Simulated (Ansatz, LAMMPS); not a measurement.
## Aqueous Li+ and Br-, 1.7 mol of salt per kg of water, from a frame at 280 K (202 atoms): geometry optimisation

Wanted: the relaxed structure of aqueous Li+ and Br-, 1.7 mol of salt per kg of water, from a frame at 280 K (202 atoms) and its electronic structure.

Program: Ansatz 0.2.0. Level of theory: Kohn-Sham DFT, PBE+D4, PAW (set soft_2), plane waves. Results are calculated unless marked as measured.

## 1. The structure

The cell holds 202 atoms: 66 O, 132 H, 2 Li and 2 Br. Cell: a = 12.726 Å, b = 12.726 Å, c = 12.726 Å, α = 90.0°, β = 90.0°, γ = 90.0°. 66 H2O, 2 Li+, 2 Br- placed at random, at 1.1 g/cm³; overlaps pushed apart, then 10 ps at 420 K with Joung-Cheatham ions (J. Phys. Chem. B 112, 9020 (2008)); SPC/E water (Berendsen, Grigera and Straatsma, J. Phys. Chem. 91, 6269 (1987)). Snapshot after 20 ps at 280 K and fixed volume.

Before any run, some limits are plain. The network of contacts between molecules at the start is that of the classical potential that made the cell. The density was typed from a rule of thumb and may lie off the real one at this temperature. Sampling is at Γ alone, for a cell whose shortest periodic width is 13 Å.

## 2. Making the structure

A classical potential supplies the starting structure, since it reaches far longer times than DFT.

This step: classical MD, Joung-Cheatham ions (J. Phys. Chem. B 112, 9020 (2008)); SPC/E water (Berendsen, Grigera and Straatsma, J. Phys. Chem. 91, 6269 (1987)) (LAMMPS 22 Jul 2025 - Update 4).

File in.lmp:

```
# aqueous Li+ and Br-, 1.7 mol of salt per kg of water
units real
atom_style full
boundary p p p
bond_style harmonic
angle_style harmonic
dihedral_style opls
improper_style harmonic
special_bonds lj 0 0 0.5 coul 0 0 0.75
read_data data.lmp
neigh_modify delay 0 every 1 check yes one 4000
comm_modify cutoff 12.0
timestep 0.5
thermo_style custom step time temp pe press density
thermo_modify norm yes
# push overlapping molecules apart
pair_style soft 2.6
pair_coeff * * 0.0
variable a equal ramp(1,60)
fix ad all adapt 1 pair soft a * * v_a
velocity all create 420 89318 mom yes dist gaussian
fix lim all nve/limit 0.03
fix lan all langevin 420 420 50 89319 zero yes
thermo 1000
run 3000 post no
unfix ad
pair_style lj/cut/coul/long 9.0
pair_modify mix arithmetic tail yes
pair_coeff 1 1 0.1553 3.1660   # O
pair_coeff 2 2 0.0000 1.0000   # H
pair_coeff 3 3 0.3367 1.4094   # Li
pair_coeff 4 4 0.0270 4.9017   # Br
kspace_style pppm 1.0e-4
thermo 100
# [... 17 lines left out ...]
compute msd all msd com yes
thermo 5000
fix md all nvt temp 280 280 100
run 20000 post no
print "== T280: mean square displacement over the hold $(c_msd[4]:%.2f) A^2"
unfix md
uncompute msd
write_dump all custom T280.dump id type xs ys zs modify sort id
```

On the command line:

```
$ lmp -in in.lmp -log none -nocite
```

Numbers of over 12 decimals in the logs are rounded to 6 here.

What it wrote:

```text
LAMMPS (22 Jul 2025 - Update 4)
Reading data file ...
  orthogonal box = (0 0 0) to (12.72565 12.72565 12.72565)
  202 atoms
  orthogonal box = (0 0 0) to (12.72565 12.72565 12.72565)
  132 bonds
  66 angles
   Step          Time           Temp          PotEng         Press         Density
         0   0              420            0.20237635     9358.7176      1.0980001
      1000   500            381.6674       0.79676832     26221.166      1.0980001
      2000   1000           361.92857      0.77194757     41071.031      1.0980001
      3000   1500           380.08659      0.78241214     42520.735      1.0980001
Loop time of 0.274014 s on 1 MPI rank(s) for 3000 steps with 202 atoms
PPPM initialization ...
  G vector (1/distance) = 0.30153981
  grid = 8 8 8
  estimated relative force accuracy = 6.9488903e-05
   Step          Time           Temp          PotEng         Press         Density
      3000   1500           380.08659      1.5902234      64942.399      1.0980001
      3100   1550           380.08659     -6.1250305     -1632.7757      1.0980001
      3200   1600           380.08659     -6.4070033      151.11556      1.0980001
      3277   1638.5         380.08659     -6.4449057      695.44895      1.0980001
Loop time of 0.825383 s on 1 MPI rank(s) for 277 steps with 202 atoms
Minimization stats:
  Stopping criterion = energy tolerance
  Energy initial, next-to-last, final =
      1.59022339945249  -6.44487246268585  -6.44490569604239
  Force two-norm initial, final = 1034.613 7.0880734
  Iterations, force evaluations = 277 536
   Step          Time           Temp          PotEng         Press         Density
         0   0              420           -6.4449057      1225.8961      1.0980001
      1000   500            457.51305     -5.2022831      640.05888      1.0980001
      2000   1000           383.15217     -5.1127449      1035.6293      1.0980001
Loop time of 2.24568 s on 1 MPI rank(s) for 2000 steps with 202 atoms
   Step          Time           Temp          PotEng         Press         Density
      2000   1000           570.47101     -5.6107265     -16465.326      1.0980001
[... 5 lines left out ...]
Loop time of 12.2641 s on 1 MPI rank(s) for 10000 steps with 202 atoms
   Step          Time           Temp          PotEng         Press         Density
[... 4 lines left out ...]
Loop time of 6.33103 s on 1 MPI rank(s) for 5000 steps with 202 atoms
   Step          Time           Temp          PotEng         Press         Density
[... 2 lines left out ...]
     25000   24000          282.582       -5.7785784      764.20846      1.0980001
     30000   29000          265.95296     -5.8078579      1317.1528      1.0980001
     35000   34000          291.1797      -5.8066347     -300.53881      1.0980001
     37000   36000          251.58288     -5.837966       855.50449      1.0980001
Loop time of 23.2369 s on 1 MPI rank(s) for 20000 steps with 202 atoms
== T280: mean square displacement over the hold 15.85 A^2
```

It took 45 s on 1 thread of Intel Xeon Platinum 8259CL at 2.50GHz (Skylake/Cascade Lake), shared host; peak memory 0.071 GiB.

The input also reads data.lmp (atoms, bonds and types; not printed here).

## 3. Single point at the start

The forces at the start show how far the geometry lies from a minimum of this functional.

File input.yaml:

```yaml
crystal:
  lattice:
    - [12.72565, 0.0, 0.0]
    - [0.0, 12.72565, 0.0]
    - [0.0, 0.0, 12.72565]
  atoms:
    - { symbol: O, position: [0.04989, 0.79324, 0.5437] }
    - { symbol: H, position: [0.03686, 0.86503, 0.51451] }
    - { symbol: H, position: [0.0896, 0.79925, 0.61124] }
    - { symbol: O, position: [0.3766, 0.11948, 0.92137] }
    - { symbol: H, position: [0.37563, 0.19418, 0.897] }
    - { symbol: H, position: [0.3492, 0.11556, 0.99492] }
    - { symbol: O, position: [0.0021, 0.01877, 0.5701] }
    - { symbol: H, position: [0.0574, 0.07129, 0.58905] }
    - { symbol: H, position: [0.9609, 0.99981, 0.63428] }
    - { symbol: O, position: [0.50896, 0.54071, 0.57718] }
    - { symbol: H, position: [0.52142, 0.57771, 0.50898] }
    - { symbol: H, position: [0.46963, 0.47398, 0.56396] }
    - { symbol: O, position: [0.09595, 0.33978, 0.07915] }
    - { symbol: H, position: [0.12534, 0.28317, 0.03326] }
    - { symbol: H, position: [0.04781, 0.38535, 0.03696] }
    - { symbol: O, position: [0.54334, 0.1491, 0.72575] }
    - { symbol: H, position: [0.50472, 0.08312, 0.70756] }
    - { symbol: H, position: [0.54274, 0.19767, 0.66398] }
    - { symbol: O, position: [0.24774, 0.5156, 0.55091] }
    - { symbol: H, position: [0.28867, 0.45008, 0.5653] }
    - { symbol: H, position: [0.29295, 0.57833, 0.56491] }
    - { symbol: O, position: [0.71538, 0.43525, 0.79402] }
    - { symbol: H, position: [0.758, 0.46801, 0.7367] }
    - { symbol: H, position: [0.75388, 0.37323, 0.8231] }
    - { symbol: O, position: [0.50217, 0.6491, 0.39923] }
    - { symbol: H, position: [0.50823, 0.71444, 0.35599] }
    - { symbol: H, position: [0.43188, 0.61611, 0.38713] }
    - { symbol: O, position: [0.36175, 0.34109, 0.86158] }
    - { symbol: H, position: [0.28722, 0.36576, 0.85804] }
    - { symbol: H, position: [0.39141, 0.33682, 0.78894] }
    - { symbol: O, position: [0.67819, 0.58123, 0.00862] }
    - { symbol: H, position: [0.72791, 0.57386, 0.06903] }
    [... 164 atom lines left out ...]
    - { symbol: H, position: [0.99526, 0.31158, 0.17194] }
    - { symbol: H, position: [0.94588, 0.38467, 0.26514] }
    - { symbol: Li, position: [0.61899, 0.50639, 0.88768] }
    - { symbol: Li, position: [0.7834, 0.27345, 0.22826] }
    - { symbol: Br, position: [0.09203, 0.83376, 0.00175] }
    - { symbol: Br, position: [0.1706, 0.20824, 0.60264] }
kpoints:
  mp_grid: { grid: [1, 1, 1] }
hamiltonian:
  xc: pbe
  dispersion: d4
scf:
  occupations: { method: fixed }
output:
  forces: true
  stress: true
  populations: true
  dos:
    method: { smearing: { sigma: 0.08 } }
    de: 0.1
    projected: { site_lists: { Br: [Br], H: [H], Li: [Li], O: [O] } }
  eigenvalues: true
```

On the command line:

```
$ ansatz run input.yaml --threads 4 --pin off --max-ram 8192MiB --backend cpu --events-out ev --progress --plain --runs-dir out
```

What it wrote:

```text
Engine: ansatz 0.2.0, x86_64-unknown-linux-gnu
Pseudopotentials: kind: paw
Pseudopotential: O, paw, valence charge 6, recommended cutoff 420 eV (normal), O.paw.azcp
Pseudopotential: H, paw, valence charge 1, recommended cutoff 420 eV (normal), H.paw.azcp
Pseudopotential: Li, paw, valence charge 3, recommended cutoff 420 eV (normal), Li.paw.azcp
Pseudopotential: Br, paw, valence charge 7, recommended cutoff 420 eV (normal), Br.paw.azcp
Functional definition: PBE
  parameter kappa = 0.804
  parameter beta = 0.066725
  exchange = pbe_x(kappa = kappa, mu = beta*pi^2/3)
  correlation = pbe_c(beta = beta)
Crystal: 202 atoms, lattice volume = 2060.819 Å³
Basis set: ecut = 420 eV, 40339 PW (Γ), exchange–correlation on 180×180×180 points (8 copies of the dense FFT grid, shifted against one another)
Bands: 476, of which v1, the nominal top of the filled ones, is band 274 counted from 1 (273 counted from 0)
Symmetry: 1 space group operations
Space group: P1 (ITA 1), of the structure as read, at distance tolerance 1.3e-4 Å
k-points: 1
Non-local potential: O, projectors of the file, l = 0: 2, l = 1: 2, l = 2: 1
Non-local potential: H, projectors of the file, l = 0: 2, l = 1: 1
Non-local potential: Li, projectors of the file, l = 0: 3, l = 1: 2, l = 2: 1
Non-local potential: Br, projectors of the file, l = 0: 2, l = 1: 2, l = 2: 2
PAW form: soft (Blöchl's): semilocal exchange-correlation on the pseudo side does not see the compensation charge
PAW one-centre angular grid: O, 110 points (default); XC on 64 Gauss nodes
PAW one-centre angular grid: H, 110 points (default); XC on 64 Gauss nodes
PAW one-centre angular grid: Li, 110 points (default); XC on 64 Gauss nodes
PAW one-centre angular grid: Br, 110 points (default); XC on 64 Gauss nodes
Initial density: superposition of atomic densities (neutral atoms: chi_scale 0, normalization atom), corrected by the library's trained network
Initial wavefunctions: pseudopotential atomic-orbital guess
Functional: x = pbe(κ = 0.804, μ = 0.219515), c = pbe(β = 0.066725)
SCF iter   1: F=—  HF=-45562.178592 eV  |F-HF|=—  |Δ(HF+E_count)|=         —  Δρ=2.84e-3  dr2=2.20e-1  ethr=1.77e-3  ⟨swp⟩=5.0  Hψ=1698  notcnv=0  defer=200
preconditioner: auto → Resta (q_TF=auto, 2.188 Å⁻¹)  ε∞=2.2  [insulator: Δε(μ)=3.978 eV  Ē_g=17.619 eV  n_scr=364 (ndim 8)  ℏωp=19.1 eV  f_vac=0.268  ε∞_Penn≈2.2]
SCF iter   2: F=—  HF=-45562.061894 eV  |F-HF|=—  |Δ(HF+E_count)|=   1.17e-1  Δρ=1.43e-3  dr2=5.11e-2  ethr=4.02e-5  ⟨swp⟩=3.0  Hψ=752  notcnv=0  defer=200
SCF iter   3: F=—  HF=-45562.021223 eV  |F-HF|=—  |Δ(HF+E_count)|=   4.07e-2  Δρ=6.64e-4  dr2=1.32e-2  ethr=9.32e-6  ⟨swp⟩=3.0  Hψ=497  notcnv=0  defer=200
SCF iter   4: F=—  HF=-45562.017102 eV  |F-HF|=—  |Δ(HF+E_count)|=   4.12e-3  Δρ=1.93e-4  dr2=8.88e-4  ethr=2.42e-6  ⟨swp⟩=3.0  Hψ=496  notcnv=0  defer=200
SCF iter   5: F=—  HF=-45562.017083 eV  |F-HF|=—  |Δ(HF+E_count)|=   1.89e-5  Δρ=1.00e-4  dr2=1.69e-4  ethr=1.62e-7  ⟨swp⟩=2.0  Hψ=758  notcnv=0  defer=197
SCF iter   6: F=—  HF=-45562.017061 eV  |F-HF|=—  |Δ(HF+E_count)|=   2.21e-5  Δρ=3.31e-5  dr2=1.70e-5  ethr=3.09e-8  ⟨swp⟩=2.0  Hψ=554  notcnv=0  defer=195
SCF iter   7: F=—  HF=-45562.017530 eV  |F-HF|=—  |Δ(HF+E_count)|=   4.69e-4  Δρ=7.55e-6  dr2=1.06e-6  ethr=3.10e-9  ⟨swp⟩=2.0  Hψ=750  notcnv=0  defer=195
SCF iter   8: F=—  HF=-45562.017530 eV  |F-HF|=—  |Δ(HF+E_count)|=   8.52e-7  Δρ=4.28e-6  dr2=2.97e-7  ethr=1.93e-10  ⟨swp⟩=2.0  Hψ=554  notcnv=0  defer=195
SCF iter   9: F=-45562.017530 eV  HF=-45562.017530 eV  |F-HF|=5.26e-9  |Δ(HF+E_count)|=   4.10e-9  Δρ=9.98e-7  dr2=1.70e-8  ethr=1.82e-11  ⟨swp⟩=17.0  Hψ=3966  notcnv=0
SCF 1 converged in 9 iterations: F = -45562.017530 eV  dr2 = 1.70e-8
  greatest PAW one-centre occupation: 1.000 electrons in one spin orbital (limit 2), on the Li atom at site 198 (counted from 0), in its partial waves of l = 0
SCF converged after 9 iterations
Free energy (F): -45562.017530 eV
Harris-Foulkes:  -45562.017530 eV  (|F-HF|=5.26e-9)
Internal energy: -45562.017530 eV  (E = F + TS)
E sigma→0 (E₀):  -45562.017530 eV
Fermi energy:    -1.671028 eV
--- Per-component energies (eV) ---
  E_band       = -5305.577165
  E_kinetic    = 13639.747209
  E_local      = -42836.864044  (includes V_loc(G=0)·N_el)
  E_nonlocal   = 3470.869577
  E_hartree    = 15423.020270
  E_xc         = -6541.749968
  E_vxc        = -7891.736704  (∫ρ·V_xc dr)
  E_paw        = -15074.131543  (= ΣΔE_a)
  E_vpaw       = -2533.642509  (= ΣTr[D̂ρ^β])
  E_aug_tail   = 0.011959  (compensation charges beyond the density's cutoff)
  E_ewald      = -13636.581301
  E_disp       = -6.339689  (pairwise vdW)
  E_smearing   = -0.000000  (= −TS)
  E_closure    = -0.000000  (closes the sum)
  Σ components = -45562.017530   (vs F -45562.017530, Δ=0.00e0)
--- Forces (eV/Å), atoms counted from 1 ---
  atom   1  O      0.44210514     0.17799946    -0.34142180
  atom   2  H      0.15810770    -0.53507892     1.16256418
  atom   3  H     -0.38363038     0.64800867    -0.33509320
  atom   4  O     -0.10506163     0.33507888     0.15502956
  atom   5  H      0.06042201    -0.47150326     0.57555778
  atom   6  H      0.26286167     0.04726719    -0.59687713
  atom   7  O     -0.02688898    -0.15558106     0.00321520
  atom   8  H     -0.81631023    -0.56213256     0.01551972
  atom   9  H      0.70847351     0.53722167    -0.11688437
  atom  10  O     -0.51295463    -0.63114069    -0.03775225
  atom  11  H     -0.38053812    -0.42996282     0.79869161
  atom  12  H      0.59239956     1.09659510    -0.08148305
  atom  13  O      0.17533363    -0.62862893    -0.64645558
  atom  14  H     -0.83999235     0.88680273     0.56742845
[...]
atom 201  Br    -0.18941504    -0.20325460    -0.01485760
  atom 202  Br    -0.08818043     0.34307643    -0.06185606
  max |Σ_I F_I| component: 3.10e-5 eV/Å
--- Stress (GPa, compression-positive) ---
       -1.898622      -0.362263       0.146858
       -0.362262      -2.058046      -0.154681
        0.146858      -0.154682      -2.767170
  P = ⅓ Tr σ = -2.2413 GPa (-22.413 kbar)
--- Band table (eV) ---
  k-point 0: bands = ["-43.9061", "-42.8747", "-21.9381", "-21.8338", [... 460 levels ...], "11.0263", "11.0563", "11.1038", "11.1264", "11.1568", "11.1575", "11.2077", "11.2275", "11.2510", "11.2719", "11.3152", "11.3546"]
--- Löwdin populations: 202 sites ---
  site symbol       q [e]
     0      O      6.6497
     1      H      0.6008
     2      H      0.6047
[...]
201     Br      7.4785
  spilling = 0.010680 (of n_electrons = 548.000000)
```

The job ended after 33 s (4 threads of Intel Xeon Platinum 8259CL at 2.50GHz (Skylake/Cascade Lake), shared host; peak memory 3 GiB; 2.1 min of CPU time).

Read from the output:

```
free energy                                      : -45562.0175 eV
free energy per atom                             : -225.5545 eV/atom
SCF cycles                                       : 9
pressure                                         : -2.241 GPa
r.m.s. force component                           : 0.5121 eV/Å
longest force                                    : 1.54 eV/Å
Fermi energy                                     : -1.671 eV
gap (highest filled to lowest empty level) : 3.621 eV
spilling of the projection                       : 0.01068
```

The r.m.s. force component of 0.51 eV/Å and the pressure of -2.2 GPa set the starting point.

Neighbours are counted within 1.21 Å (H-O), 2.43 Å (O-Li).

Length of the force by element and coordination:

```tsv
element	coordination	atoms	mean length of the force (eV/Å)	spread	least	most
Br	all	2	0.319	0.0407	0.278	0.360
H	all	132	0.923	0.279	0.27	1.54
Li	all	2	0.616	0.204	0.412	0.819
O	all	66	0.666	0.297	0.101	1.45
O	2	58	0.678	0.311	0.101	1.45
O	3	8	0.574	0.146	0.408	0.871
```

(Part 1 of 3 ends here.)

[Logs are printed without paths, hosts, clocks, repeated set-up lines and the standing remarks that a program may print on its own settings, such as how far it seeks lower states.]

[Hosts, paths, dates, database ids (printed as entryN), source tags and the programs' standing remarks are cut or masked in the printed files.]
